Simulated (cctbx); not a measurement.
# TaNiBi2: solution and refinement

Cell a = 8.5380 Å, b = 3.9950 Å, c = 11.2020 Å, α = 90.00°, β = 90.00°, γ = 90.00°; space group Pnma (no. 62); content Bi8 Ta4 Ni4.

Simulated single-crystal data (cctbx): Cu Kα, λ = 1.54184 Å, to d = 0.83 Å, 80 % of the full sphere, strongest reflection 20000 counts, noise from counting, a 2 % proportional error and a noise floor of 8 counts (s.d.); no absorption.

Charge flipping in P1 on normalised amplitudes to 0.9 Å, δ = 1.1 σ, 20 % of the reflections treated as weak, 200 cycles:

```text
cycle      R  skewness
    0  0.631     0.20
   16  0.543     1.43
   32  0.515     2.46
   48  0.549     2.31
   64  0.525     2.30
   80  0.498     2.52
   96  0.506     2.36
  112  0.528     2.30
  128  0.543     2.52
  144  0.530     2.32
  160  0.520     2.38
  176  0.513     2.58
  192  0.536     2.50
origin shift          correlation  skewness
 0.025  0.462  0.437      0.934      3.96
 0.220  0.466  0.444      0.925      3.72
 0.021  0.468  0.152      0.909      3.27
 0.223  0.467  0.155      0.897      3.53
taken: symmetry correlation 0.934, skewness 3.96
peak      x       y       z  mult  height/sigma
Q1    0.0996  0.7500  0.4084    4     11.5
Q2    0.1862  0.7500  0.1119    4     10.2
Q3    0.1001  0.7500  0.8224    4      9.4
Q4    0.1293  0.2500  0.9670    4      2.9
Q5    0.1086  0.2500  0.7375    4      2.6
Q6    0.0087  0.2500  0.9086    4      2.5
Q7    0.2194  0.6113  0.8784    8      1.8
Q8    0.0750  0.2500  0.5400    4      1.8
Q9    0.0781  0.2500  0.6274    4      1.7
```

The origin is taken among those within 0.04 of the best correlation, by the skewness of the map.

Run time: 0.51 s on 1 thread of Arm Neoverse N1, with other jobs on the host, peak memory 0.07 GiB.

Q: Assign the peaks.

Heights go roughly as Z and multiplicities must add up to the content. First model: Q1 = Bi1 (4 in the cell, height 11.5), Q2 = Bi2 (4 in the cell, height 10.2), Q3 = Ta1 (4 in the cell, height 9.4) and Q4 = Ni1 (4 in the cell, height 2.9). Against the true structure, Q1 is Bi, Q2 is Bi, Q3 is Ta and Q4 is Ni; the other peaks are not atoms.

Least squares on F², isotropic:

```text
Rint 0.029, 405 unique reflections to 0.83 A
cycle     R1     wR2    GooF  max shift (A)
   1  0.3531  0.6677  27.605   0.43173
   3  0.0295  0.0656   2.710   0.00000
final R1 0.0295 wR2 0.0656 GooF 2.710  parameters 12  data/parameter 33.8
atom        x        y        z      Ueq    occ   su(xyz)  su(Uiso or U11)
Bi1    0.12172  0.75000  0.41316   0.0101  1.000  0.00010  0.0003
Bi2    0.20029  0.75000  0.10962   0.0111  1.000  0.00010  0.0003
Ta1    0.10083  0.75000  0.82533   0.0136  1.000  0.00012  0.0003
Ni1    0.08243  0.25000  0.97857   0.0163  1.000  0.00051  0.0009
difference map: max 6.33 min -5.28 rms 0.64
Q1    0.1491  0.7500  0.4520    4    6.69  0.49 A from Bi1
Q2    0.0913  0.7500  0.3739    4    6.03  0.51 A from Bi1
Q3    0.2012  0.7500  0.0676    4    3.23  0.47 A from Bi2
Q4    0.1515  0.7500  0.8515    4    2.77  0.52 A from Ta1
Q5    0.0527  0.7500  0.8026    4    2.67  0.48 A from Ta1
```

Anisotropic refinement:

```text
Rint 0.029, 405 unique reflections to 0.83 A
cycle     R1     wR2    GooF  max shift (A)
   1  0.0295  0.0656   2.753   0.00408
   2  0.0104  0.0224   0.939   0.00000
final R1 0.0104 wR2 0.0224 GooF 0.939  parameters 24  data/parameter 16.9
atom        x        y        z      Ueq    occ   su(xyz)  su(Uiso or U11)
Bi1    0.12162  0.75000  0.41329   0.0102  1.000  0.00003  0.0001
Bi2    0.20030  0.75000  0.10954   0.0110  1.000  0.00003  0.0001
Ta1    0.10067  0.75000  0.82530   0.0136  1.000  0.00004  0.0002
Ni1    0.08196  0.25000  0.97852   0.0164  1.000  0.00018  0.0007
difference map: max 1.26 min -1.15 rms 0.30
Q1    0.0557  0.2500  0.3072    4    1.36  2.00 A from Ta1
Q2    0.1558  0.2500  0.5843    4    1.17  1.26 A from Bi2
Q3    0.9979  0.0119  0.4068    8    1.13  1.49 A from Bi1
Q4    0.0571  0.1208  0.7554    8    1.09  1.72 A from Ta1
Q5    0.2012  0.5440  0.5117    8    1.06  1.53 A from Bi1
Q6    0.1314  0.2500  0.3864    4    1.05  2.02 A from Bi1
```

**Reading.** The refinement ends at R1 = 0.0104, wR2 = 0.0224, GooF = 0.94, with difference density between -1.15 and 1.26 e/Å³. Every site matches the true model in element, within 0.002 Å r.m.s., up to an allowed shift of origin.

True model:

```csv
atom,mult.,x,y,z,Ueq (Å²)
Bi1,4,0.3784,1/4,0.4133,0.0102
Bi2,4,0.2997,1/4,0.1096,0.0111
Ta1,4,0.1006,3/4,0.3253,0.0136
Ni1,4,0.4183,3/4,0.9783,0.0165
```

The model is made up (kin elements in a known structure type, no relaxation), so it says nothing on whether the phase exists.

[Middle refinement cycles are left out of these outputs.]

[Logs are printed without paths, hosts, clocks, repeated set-up lines and the standing remarks that a program may print on its own settings, such as how far it seeks lower states.]
